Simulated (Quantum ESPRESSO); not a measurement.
## AlN (F-43m): zone-centre phonons

Which modes does AlN (F-43m) have at the zone centre?

Calculated with Quantum ESPRESSO 7.5; DFT LDA, scalar-relativistic, plane waves, PseudoDojo norm-conserving pseudopotentials.

This is a report of a sequence of runs, with most program output left out.

### 1. Set-up

The structure is cubic, space group F-43m (No. 216). The conventional cell has a = 4.368 Å, b = 4.368 Å, c = 4.368 Å, α = 90.00°, β = 90.00°, γ = 90.00°. Nearest to Al lie 4 N at 1.89 Å. Nearest to N lie 4 Al at 1.89 Å. Farther neighbours and most contacts between anions are not listed.

### 2. A probe with smearing

Before anything dear is run, a loose run with smearing shows whether this is a metal and how far the cell is from rest.

probe.in

```
&control
   calculation = 'scf'
   prefix = 'x'
   outdir = './tmp'
   pseudo_dir = './pseudo'
   tprnfor = .true.
   tstress = .true.
   verbosity = 'high'
/
&system
   ibrav = 2
   celldm(1) = 8.25429937
   nat = 2
   ntyp = 2
   ecutwfc = 92.0
   occupations = 'smearing'
   smearing = 'gaussian'
   degauss = 0.01
/
&electrons
   conv_thr = 1.0d-07
   mixing_beta = 0.7
   electron_maxstep = 100
/
ATOMIC_SPECIES
 Al     26.9815  Al.upf
 N      14.0070  N.upf
ATOMIC_POSITIONS crystal
 Al     0.000000000   0.000000000   0.000000000
 N      0.750000000   0.750000000   0.750000000
K_POINTS automatic
 8 8 8 0 0 0
```

Command:

```sh
$ OMP_NUM_THREADS=1 mpirun -n 4 pw.x -nk 4 -in probe.in > probe.out
```

The job ended after 3.3 s (4 MPI ranks of Arm Neoverse V1, shared host).

Numbers from this step:

```
volume per atom   : 10.42 Å³
pressure          : -4.828 GPa
gap on the k-mesh : 3.258 eV
```

A gap of 3.3 eV opens on this mesh, so the crystal is taken as an insulator; the start stands at -4.8 GPa.

### 3. Relaxation

The relaxation runs at a cutoff a fifth above that of the response, since stress converges more slowly with the basis than frequencies do. Forces and stress are brought to rest with tight thresholds.

relax.in

```
&control
   calculation = 'vc-relax'
   prefix = 'x'
   outdir = './tmp'
   pseudo_dir = './pseudo'
   tprnfor = .true.
   tstress = .true.
   forc_conv_thr = 2.0d-05
   etot_conv_thr = 1.0d-07
   nstep = 40
/
&system
   ibrav = 2
   celldm(1) = 8.25429937
   nat = 2
   ntyp = 2
   ecutwfc = 110
   occupations = 'fixed'
   nbnd = 6
/
&electrons
   conv_thr = 1.0d-11
   mixing_beta = 0.7
   electron_maxstep = 100
/
&ions
/
&cell
   press_conv_thr = 0.2
/
ATOMIC_SPECIES
 Al     26.9815  Al.upf
 N      14.0070  N.upf
ATOMIC_POSITIONS crystal
 Al     0.000000000   0.000000000   0.000000000
 N      0.750000000   0.750000000   0.750000000
K_POINTS automatic
 8 8 8 0 0 0
```

Command:

```sh
$ OMP_NUM_THREADS=1 mpirun -n 4 pw.x -nk 4 -in relax.in > relax.out
```

Wall time 17 s (4 MPI ranks); 68 s of CPU time.

Step by step:

```tsv
step	energy less that of the first step (eV)	largest force (eV/Å)	pressure (GPa)	volume (Å³)
1	0.0000	0.0000	-4.84	20.83
2	-0.0076	0.0000	0.14	20.32
3	-0.0076	0.0000	-0.01	20.34
4	-0.0076	0.0000	0.00	20.34
5	-0.0076	0.0000	0.00	20.34
```

```tsv
conventional cell, symmetrised	before	after	change
a (Å)	4.368	4.333	-0.8 %
b (Å)	4.368	4.333	-0.8 %
c (Å)	4.368	4.333	-0.8 %
volume (Å³/atom)	10.42	10.17	-2.4 %
```

Final coordinates:

```cif
data_structure
_symmetry_space_group_name_H-M 'P 1'
_symmetry_Int_Tables_number 1
_cell_length_a 3.0639
_cell_length_b 3.0639
_cell_length_c 3.0639
_cell_angle_alpha 60.000
_cell_angle_beta 60.000
_cell_angle_gamma 60.000
_cell_volume 20.34
loop_
_atom_site_label
_atom_site_type_symbol
_atom_site_fract_x
_atom_site_fract_y
_atom_site_fract_z
_atom_site_occupancy
Al1 Al 0.00000 0.00000 0.00000 1
N2 N 0.75000 0.75000 0.75000 1
```

The last row of the table of steps is pw.x's closing run on a basis chosen anew for the final cell, so its energy can jump.

This step gave:

* volume per atom: 10.17 Å³
* pressure: 0 GPa
* gap on the k-mesh: 3.271 eV

The volume changes by -2.4 % from the cell with which this run began.

### 4. Ground state

Perturbation theory inherits every error of the wavefunctions, so the threshold is set near the limit of the arithmetic. With a gap, occupations are fixed, which also allows the response to an electric field.

scf.in

```
&control
   calculation = 'scf'
   prefix = 'x'
   outdir = './tmp'
   pseudo_dir = './pseudo'
   tprnfor = .true.
   tstress = .true.
/
&system
   ibrav = 2
   celldm(1) = 8.18817556
   nat = 2
   ntyp = 2
   ecutwfc = 92.0
   occupations = 'fixed'
   nbnd = 6
/
&electrons
   conv_thr = 1.0d-12
   mixing_beta = 0.7
   electron_maxstep = 100
/
ATOMIC_SPECIES
 Al     26.9815  Al.upf
 N      14.0070  N.upf
ATOMIC_POSITIONS crystal
 Al     0.000000000   0.000000000   0.000000000
 N      0.750000000   0.750000000   0.750000000
K_POINTS automatic
 8 8 8 0 0 0
```

Command:

```sh
$ OMP_NUM_THREADS=1 mpirun -n 4 pw.x -nk 4 -in scf.in > scf.out
```

Wall time 4.3 s (4 MPI ranks); 16 s of CPU time.

This step gave:

* pressure: 0.017 GPa
* gap on the k-mesh: 3.270 eV

The cell stands at 0.017 GPa, close enough for phonons.

### 5. Linear response at Γ

At q = 0 one unit cell holds all displacements; symmetry groups them into irreducible representations that are solved one by one. The response to a field gives ε∞ and the Born charges, which polar modes need.

ph.in

```
phonons
&inputph
   prefix = 'x'
   outdir = './tmp'
   fildyn = 'g.dyn'
   tr2_ph = 1.0d-18
   epsil = .true.
/
0.000000000000 0.000000000000 0.000000000000
```

Command:

```sh
$ OMP_NUM_THREADS=1 mpirun -n 4 ph.x -nk 4 -in ph.in > ph.out
```

It took 32 s on 4 MPI ranks.

This step gave:

```
miss of the charge sum rule                                       : 0.003110 e
largest acoustic frequency at the zone centre before the sum rule : 0.95 cm⁻¹
highest optical zone-centre mode (no LO-TO term)                  : 669.5 cm⁻¹
lowest optical zone-centre mode                                   : 669.5 cm⁻¹
mean high-frequency dielectric constant                           : 4.5
largest Born charge in size (third of the trace)                  : 2.531 e
```

Born charge (rows field, columns displacement), before the sum rule (e), principal values of the symmetric part by kind of site:

```tsv
atom	atoms with these values	low	middle	high	mean
Al1	1	2.53	2.53	2.53	2.53
N2	1	-2.53	-2.53	-2.53	-2.53
```

In full for N2:

```
-2.53  0.00  0.00
 0.00 -2.53  0.00
 0.00  0.00 -2.53
```

High-frequency dielectric tensor:

```
4.50 0.00 0.00
0.00 4.50 0.00
0.00 0.00 4.50
```

The acoustic modes at Γ come out as far as 0.9 cm⁻¹ from zero, where they should vanish, a small numerical error; the Born charges miss their sum rule by 0.0031 e, which is good.

### 6. Modes with the sum rule

A rigid shift of the crystal must cost nothing, but grids and finite bases break this; the acoustic sum rule is imposed before the matrix is diagonalised again. With Born charges the intensities follow, and the static dielectric tensor.

dynmat.in

```
&input
   fildyn = 'g.dyn'
   asr = 'simple'
   fileig = 'dynmat.eig'
   lperm = .true.
/
```

Command:

```sh
$ dynmat.x -in dynmat.in > dynmat.out
```

Elapsed: 0.47 s, on 1 thread.

This step gave:

| Quantity | Value |
| --- | --- |
| mean static dielectric constant | 8.247 |

Unit eigenvectors of the mass-weighted matrix after the sum rule; no LO-TO term. The modes at Γ (shares of kinetic energy by element, %):

```tsv
mode	frequency (cm⁻¹)	symmetry	Al %	N %
1	0.0	acoustic	66	34
2	0.0	acoustic	66	34
3	0.0	acoustic	66	34
4	669.5	T2	34	66
5	669.5	T2	34	66
6	669.5	T2	34	66
```

Displacements in mode 6 (669.5 cm⁻¹), the largest set to 1:
```
Al1  0.00 -0.52  0.00
N2   0.00  1.00  0.00
```

Degenerate modes summed, no LO-TO term. Lines of the infrared spectrum (strongest = 100):

```tsv
position (cm⁻¹)	lines merged	label	IR intensity, relative
669	3	T2	100
```

Static dielectric tensor (ions relaxed, fixed cell):

```
8.25 0.00 0.00
0.00 8.25 0.00
0.00 0.00 8.25
```

The rule moves no optical mode by more than 0.1 cm⁻¹.

### 7. Modes along a direction of q (1 0 0)

A longitudinal polar mode sets up a macroscopic field that stiffens it; the term hangs on the direction from which q goes to zero.

dynmat.in

```
&input
   fildyn = 'g.dyn'
   asr = 'simple'
   fileig = 'dynmat.eig'
   q(1) = 1.0
   q(2) = 0.0
   q(3) = 0.0
/
```

Command:

```sh
$ dynmat.x -in dynmat.in > dynmat.out
```

Run time: 0.47 s. Hardware: 1 thread.

Read from the output:

- highest mode moved by the LO-TO term: 906.3 cm⁻¹

Zone-centre frequencies as printed; negative means imaginary. Modes:

```tsv
mode	frequency (cm⁻¹)
1	0
2	0
3	0
4	669.5
5	669.5
6	906.3
```

The field moves one mode, from 670 to 906 cm⁻¹; the others stay.

### 8. Outcome

```
space group after relaxation                                           : F-43m
volume per atom                                                        : 10.2 Å³
gap on the k-mesh                                                      : 3.27 eV
highest optical zone-centre mode (no LO-TO term)                       : 669.5 cm⁻¹
highest mode moved by the LO-TO term                                   : 906.3 cm⁻¹
mean high-frequency dielectric constant                                : 4.5
largest Born charge in size (third of the trace)                       : 2.53 e
mean static dielectric constant                                        : 8.25
imaginary optical modes at the zone centre (no q mesh in this session) : none
```

What this shows: At the LDA level the optical modes of AlN (F-43m) at the zone centre (no LO-TO term) lie at 669 cm⁻¹. Along the directions run, the highest mode that the macroscopic field moves lies at 906 cm⁻¹. Lattice motion raises the mean dielectric constant from 4.5 to 8.247. The Born charge of Al is 2.528 e against a formal charge of +3, somewhat under it. The Lyddane-Sachs-Teller relation holds: (ωLO/ωTO)² is 1.83 and ε₀/ε∞ is 1.83. These are harmonic frequencies at zero temperature: anharmonic shifts and linewidths and thermal expansion are left out. The structure comes from a database and need not be the phase that is stable at ambient conditions.

[Host names and launcher messages were left out of these logs when they were recorded.]

[Logs are printed without paths, hosts, clocks, repeated set-up lines and the standing remarks that a program may print on its own settings, such as how far it seeks lower states.]

[Hosts, paths, dates, database ids (printed as entryN), source tags and the programs' standing remarks are cut or masked in the printed files.]
